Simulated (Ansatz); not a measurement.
# Formation energy and levels of the self-interstitial Br_i (4-fold void) in CsLi2Br3 (Immm)

Aim: at which Fermi levels does Br_i (4-fold void) in CsLi2Br3 (Immm) change its charge? The model is a cell of 72 host atoms with 1 Br put in.

Method: place-levels on PBEsol runs: charge-transition levels and formation energies with image-charge correction and potential alignment at the atomic sites, in Ansatz 0.2.0.

Report form: the programs' logs are mostly left out.

**1. Starting point**

The cell holds 73 atoms: 12 Cs, 24 Li and 37 Br. Cell: a = 13.853 Å, b = 11.980 Å, c = 13.179 Å, α = 90.0°, β = 90.0°, γ = 67.3°. It derives from CsLi2Br3 (space group Immm). Nearest the centre at fractional (0.287, 0.692, 0.904): Br73 at 0.00 Å, Cs25 at 2.48 Å, Br46 at 2.50 Å, Li30 at 2.51 Å, Br20 at 2.55 Å, Br22 at 2.92 Å, Li6 at 2.92 Å, Br39 at 3.37 Å.

Coordinates:

Known beforehand: the electronic dielectric constant, (3.11, 3.22, 3.04), and the static one, (6.58, 24.18, 6.70), from a response run on this crystal (DFPT, PBEsol) at that run's own cell.

The cell's shortest repeat is 12.0 Å.

**2. The runs of each charge state**

Levels follow from differences of total energies between charge states, each relaxed by itself.

Each atom starts 0.05 Å or so off its site in a random direction. Forces are taken at one point at (¼, ¼, ¼). The cell holds 1 electron more than the neutral one, with a uniform background that keeps it neutral on the whole.

The sampling was tested on the host first: at the k-points planned (1x1x1 shifted 0.25 0.25 0.25) its energy lies 0.002 eV an atom from the dense-mesh value, under the bound of 0.02 eV set for this test; that bounds the host's error, not the defect's.

One state's input; the others differ in charge, spin, start and seed, and in occupations where the table says so.

qm1.relax/input.yaml

```yaml
crystal:
  lattice:
    - [4.61771326, 0.0, 0.0]
    - [4.61771326, 11.05374873, 0.0]
    - [0.0, 0.0, 13.17917308]
  atoms:
    - { symbol: Cs, position: [0.0, 0.5, 0.0] }
    - { symbol: Cs, position: [0.25, 0.75, 0.5] }
    - { symbol: Cs, position: [0.5, 0.0, 0.0] }
    - { symbol: Cs, position: [0.75, 0.25, 0.5] }
    - { symbol: Li, position: [0.0, 0.5, 0.30795831] }
    - { symbol: Li, position: [0.25, 0.75, 0.80795831] }
    - { symbol: Li, position: [0.5, 0.0, 0.30795831] }
    - { symbol: Li, position: [0.75, 0.25, 0.80795831] }
    - { symbol: Li, position: [0.0, 0.5, 0.69204169] }
    - { symbol: Li, position: [0.25, 0.75, 0.19204169] }
    - { symbol: Li, position: [0.5, 0.0, 0.69204169] }
    - { symbol: Li, position: [0.75, 0.25, 0.19204169] }
    - { symbol: Br, position: [0.0, 0.0, 0.78187158] }
    - { symbol: Br, position: [0.25, 0.25, 0.28187158] }
    - { symbol: Br, position: [0.5, 0.5, 0.78187158] }
    - { symbol: Br, position: [0.75, 0.75, 0.28187158] }
    - { symbol: Br, position: [0.0, 0.0, 0.21812842] }
    - { symbol: Br, position: [0.25, 0.25, 0.71812842] }
    - { symbol: Br, position: [0.5, 0.5, 0.21812842] }
    - { symbol: Br, position: [0.75, 0.75, 0.71812842] }
    - { symbol: Br, position: [0.0, 0.5, 0.5] }
    - { symbol: Br, position: [0.25, 0.75, 0.0] }
    - { symbol: Br, position: [0.5, 0.0, 0.5] }
    - { symbol: Br, position: [0.75, 0.25, 0.0] }
  supercell: [3, 1, 1]
  defects:
    - { interstitial: { symbol: Br, position: [0.286931, 0.692237, 0.904328] } }
total_charge: -1
basis:
  ecutwfc: 420
  xc_grid: 2
hamiltonian:
  xc: pbesol
kpoints:
  mp_grid: { grid: [1, 1, 1], shift: [0.25, 0.25, 0.25] }
scf:
  occupations: { method: fixed }
  max_iter: 60
output:
  forces: true
  charged_corrections: { epsilon: [3.11, 3.22, 3.04], static_epsilon: [6.58, 24.18, 6.7] }
relax:
  f_tol: 0.02
  max_steps: 80
  random_displacement: { amplitude: 0.05, seed: 9175 }
checkpoint:
  write: "../qm1.relax.run"
  compress: false
  write_wavefunctions: true
  write_every: 100000
```

Run with:

```console
$ ansatz run input.yaml --threads 8 --pin off --max-ram 14131MiB --backend cpu --events-out ev --progress --plain --runs-dir out
```

Defect states can disperse in a cell of this size, so the energy is taken again at a 2×2×2 shifted mesh, on the relaxed structure.

The run of this state that the levels use, under PBEsol:

qm1.point/input.yaml

```yaml
crystal:
  checkpoint: "../qm1.relax.run"
  host: checkpoint
total_charge: -1
basis:
  ecutwfc: 420
  xc_grid: 2
hamiltonian:
  xc: pbesol
kpoints:
  mp_grid: { grid: [2, 2, 2], shift: [0.5, 0.5, 0.5] }
scf:
  occupations: { method: fermi_dirac, width: 0.01 }
  max_iter: 60
output:
  forces: true
  eigenvalues: true
  charged_corrections:
    epsilon: [3.11, 3.22, 3.04]
    static_epsilon: [6.58, 24.18, 6.7]
    defect_position: [0.286931, 0.692237, 0.904328]
  eigenstates: { localisation: true }
  populations: true
  band_densities: [{ bands: [v1, v1] }, { bands: [c1, c1] }]
  write_density: true
  write_potential: true
  volumetric_format: npy
  elf: true
checkpoint:
  read: "../qm1.relax.run"
  write: "../qm1.point.run"
  compress: false
  write_wavefunctions: false
  write_every: 100000
```

Relaxations under PBEsol at one point at (¼, ¼, ¼); times on 8 threads of Arm Neoverse V1, shared host:

```
charge  moment (μB)  occupations    outcome  steps  largest displacement against the far atoms (Å)     time
    −1            0        fixed  converged     19                                            0.96  3.9 min
     0            1        fixed  converged      9                                            0.73  5.2 min
    +1            0        fixed  converged     14                                            0.89  3.2 min
```

Single points under PBEsol at a 2×2×2 shifted mesh; times on 8 threads of Arm Neoverse V1, shared host:

```
charge  moment (μB)  occupations    outcome     time
    −1            0  fermi-dirac  converged    2 min
     0            1  fermi-dirac  converged  4.6 min
    +1            0  fermi-dirac  converged  2.3 min
```

Distances (Å) from Br73 to the nearest atoms after relaxation with PBEsol:

```
charge  moment (μB)       1.       2.       3.       4.       5.       6.
    −1            0  Li 2.44  Li 2.50  Cs 3.23  Cs 3.27  Br 3.30  Br 3.39
     0            1  Li 2.47  Li 2.74  Br 2.78  Br 3.14  Cs 3.39  Cs 3.40
    +1            0  Li 2.46  Br 2.48  Br 2.58  Li 3.30  Br 3.44  Br 3.44
```

**3. Levels against the band edges, PBEsol**

A charged cell interacts with its images and the background, and its potential has another zero than the host's. place-levels removes the first by a point-charge model, screened by the static dielectric constant since the ions have relaxed around the charge, and the second by comparing potentials at atoms far from the defect.

The host is a run of the defect-free crystal in the same cutoffs, grids and k-points, so that basis and sampling errors cancel in part in the differences. Its band edges come from a run of the primitive cell that searches the zone for them. The host is run in a cell of 24 atoms on a matching mesh. Chemical potentials are energies per atom of Br (solid Br2 (Cmce)), run with the same functional and cutoff.

levels.point.yaml

```yaml
host:
  run: host.point.run
  levels_from: { run: edges.point.run }
states: [qm1.point.run, q0_M1.point.run, qp1.point.run]
geometry_from:
  qm1.point.run: qm1.relax.run
  q0_M1.point.run: q0_M1.relax.run
  qp1.point.run: qp1.relax.run
  host.point.run: host.relax.run
chemical_potentials:
  Br:
    energy: -2736.47272
    dataset: "<sha256 of the dataset>"
epsilon: [3.11, 3.22, 3.04]
static_epsilon: [6.58, 24.18, 6.7]
vertical:
  - { from: qm1.point.run, to: qm1.point_neutral.run }
  - { from: qp1.point.run, to: qp1.point_neutral.run }
```

Run with:

```console
$ ansatz place-levels levels.point.yaml -- --threads 8 --pin off --max-ram 14131MiB
```

Run time: 0.39 s. Hardware: 8 threads of Arm Neoverse V1, shared host.

Under PBEsol the gap is 4.31 eV, (+1/0) 0.75, (0/−1) 0.98 eV.

Levels between the charges placed, in eV above the valence top:

```
        gap (eV)  (+1/0)  (0/−1)
PBEsol      4.31    0.75    0.98
```

Corrections by state:

```
charge  moment (μB)  image terms and alignment (eV)  band filling (eV)                                ε used  over the lowest of its charge, as the program ranks them, band filling apart (eV)
    +1          0.0                           0.305                  -  principal values (6.58, 6.70, 24.18)                                                                              0.000
     0          1.0                           0.000                  -                                     -                                                                              0.000
    −1          0.0                           0.027                  -  principal values (6.58, 6.70, 24.18)                                                                              0.000
```

The charged structures listed were also run neutral, and place-levels reads from each pair, by the potential or the spins, how wide the charge is by which they differ; that can be the carrier of either run.

```
charge  rms radius (Å)  spread where it is widest against the cell (Å)  wide from (Å)  reading
    +1             2.4                                            1.89           2.28   narrow
    −1             3.7                                            2.49           2.21     wide
```

The neutral runs of these pairs need not share the spin of the lowest neutral state, and very wide values only mean spread over the cell.

From the program's caveats on the states, each cut to its opening words:

- charge +1: its displacements don't fall off away from the defect: farther atoms stand 0.085 Å off the host's places
- charge 0 (1 μB): its displacements don't fall off away from the defect: farther atoms stand 0.063 Å off the host's places
- charge 0 (1 μB): flagged: stability check not made
- charge −1: it parts from the run at its places by a charge that spreads by about 2.5 Å along one vector (2.2 Å or more is wide), by its potential at epsilon [3.11, 3.22, [...]
- charge −1: its displacements don't fall off away from the defect: farther atoms stand 0.087 Å off the host's places

Chemical potentials of the elements' reference phases, run alike. Formation energy by charge state (elemental references; gap 4.31 eV):

```
charge  at valence top (eV)  at conduction bottom (eV)  correction included (eV)
    +1                 0.48                       4.80                      0.31
     0                 1.24                       1.24                      0.00
    −1                 2.22                      -2.10                      0.03
```

```tsv
Fermi level (eV)	lowest formation energy (eV)
0.00	0.48
0.39	0.88
0.78	1.24
1.18	1.04
1.57	0.65
1.96	0.26
2.35	-0.14
2.75	-0.53
3.14	-0.92
3.53	-1.31
3.92	-1.71
4.31	-2.10
```

**4. Effect of the sampling**

The relaxations' own energies give the levels at their sampling, for comparison.

levels.relax_mesh.yaml

```yaml
host:
  run: host.relax.run
  levels_from: { run: edges.relax.run }
states: [qm1.relax.run, q0_M1.relax.run, qp1.relax.run]
chemical_potentials:
  Br:
    energy: -2736.47272
    dataset: "<sha256 of the dataset>"
```

Run with:

```console
$ ansatz place-levels levels.relax_mesh.yaml -- --threads 8 --pin off --max-ram 14131MiB
```

The job ended after 0.14 s (8 threads).

Levels between neighbouring charges, in eV above the valence top:

```
                        gap (eV)  (+1/0)  (0/−1)
one point at (¼, ¼, ¼)      4.31    0.75    0.97
  a 2×2×2 shifted mesh      4.31    0.75    0.98
```

Going from one point at (¼, ¼, ¼) to a 2×2×2 shifted mesh moves the levels that carry no band-filling term by up to 0.01 eV and formation energies against the elements by up to 0.01 eV.

**5. Levels against the band edges, r2SCAN**

r2SCAN on the same structure is run to see how far the result rests on the functional, though not on the errors that semilocal functionals share; the sampling changes too, to one point at (¼, ¼, ¼), so differences hold both changes.

qm1.r2scan/input.yaml, as its differences from qm1.point/input.yaml of step 2:

```diff
@@ -5,8 +5,8 @@
 basis:
-  ecutwfc: 420
+  ecutwfc: 500
   xc_grid: 2
 hamiltonian:
-  xc: pbesol
+  xc: r2scan
 kpoints:
-  mp_grid: { grid: [2, 2, 2], shift: [0.5, 0.5, 0.5] }
+  mp_grid: { grid: [1, 1, 1], shift: [0.25, 0.25, 0.25] }
 scf:
@@ -27,6 +27,4 @@
   volumetric_format: npy
-  elf: true
 checkpoint:
-  read: "../qm1.relax.run"
-  write: "../qm1.point.run"
+  write: "../qm1.r2scan.run"
   compress: false
```

The job ended after 53 s (8 threads; peak memory 4.6 GiB; 6.7 min of CPU time).

levels.r2scan.yaml

```yaml
host:
  run: host.r2scan.run
  levels_from: { run: edges.r2scan.run }
states: [qm1.r2scan.run, q0_M1.r2scan.run, qp1.r2scan.run]
geometry_from:
  qm1.r2scan.run: qm1.relax.run
  q0_M1.r2scan.run: q0_M1.relax.run
  qp1.r2scan.run: qp1.relax.run
  host.r2scan.run: host.relax.run
chemical_potentials:
  Br:
    energy: -2792.85859
    dataset: "<sha256 of the dataset>"
```

Run with:

```console
$ ansatz place-levels levels.r2scan.yaml -- --threads 8 --pin off --max-ram 14131MiB
```

Elapsed: 0.3 s, on 8 threads.

Under r2SCAN the gap is 5.21 eV, (+1/0) 0.73, (0/−1) 1.15 eV.

**6. Another choice**

The levels are placed again with one choice changed, to see how much they rest on it.

levels.try1.yaml is levels.point.yaml with these lines changed:

```diff
-epsilon: [3.11, 3.22, 3.04]
-static_epsilon: [6.58, 24.18, 6.7]
+epsilon: 1.0001
+static_epsilon: 1.0001
```

Run with:

```console
$ ansatz place-levels levels.try1.yaml -- --threads 8 --pin off --max-ram 14131MiB
```

The change: no screening of the image charge.

Levels in eV above the valence top; the changed ones are not the defect's:

```
           gap (eV)  (+1/0)  (0/−1)
  changed      4.31   -0.19    1.97
as set up      4.31    0.75    0.98
```

The largest shift is 0.99 eV.

**7. The ladder**

Levels between neighbouring charges, in eV above each run's own valence top:

```
                                        gap (eV)  (+1/0)  (0/−1)  CPU time a state at this stage (restarts are quicker than cold starts)
            PBEsol, 2×2×2 shifted mesh      4.31    0.75    0.98                                                                  23 min
r2SCAN on PBEsol structures, (¼, ¼, ¼)      5.21    0.73    1.15                                                                  12 min
```

**8. Results**

- gap of the host: 4.31 eV (PBEsol)
- level (plus 1/0): 0.75 eV above the valence top
- level (0/minus 1): 0.98 eV above the valence top
- lowest of the charges placed, just above the valence top (0.02 eV): +1
- lowest of the charges placed, just below the conduction bottom (0.02 eV): −1
- lowest formation energy at mid-gap of the charges run, elemental references: 0.06 eV

Of the charges placed (−1, 0 and +1), the lowest changes at 0.75 eV (+1/0) and 0.98 eV (0/−1) above the valence top, in a gap of 4.31 eV. Charges above +1 and below −1 were not placed, so these runs say nothing of levels that involve them. States placed: +1 at 0 μB; 0 at 1 μB; −1 at 0 μB. Other spin states or structures, where not listed, weren't placed. At charge +1 the atom put in ends up to 0.9 Å from its starting place, so the name tells the start alone and the levels can join different sites. Going from one point at (¼, ¼, ¼) to a 2×2×2 shifted mesh moves the levels that carry no band-filling term by up to 0.01 eV and formation energies against the elements by up to 0.01 eV. Keep in mind: PBEsol makes the gap too small and tends to spread out bound carriers; spin–orbit coupling, which can matter with heavy atoms, is left out.

[Logs are printed without paths, hosts, clocks, repeated set-up lines and the standing remarks that a program may print on its own settings, such as how far it seeks lower states.]

[Hosts, paths, dates, database ids (printed as entryN), source tags and the programs' standing remarks are cut or masked in the printed files.]

[Where a table of states has a column of steps, it counts the stored structures, which are thinned; the runs took as many ionic steps or more.]

[A defect's name tells the site on which it was built; relaxed atoms can leave that site.]

[For some hosts the program warned that the k-mesh of the response run may be too coarse for force constants and the static dielectric constant; such warnings are not shown here.]
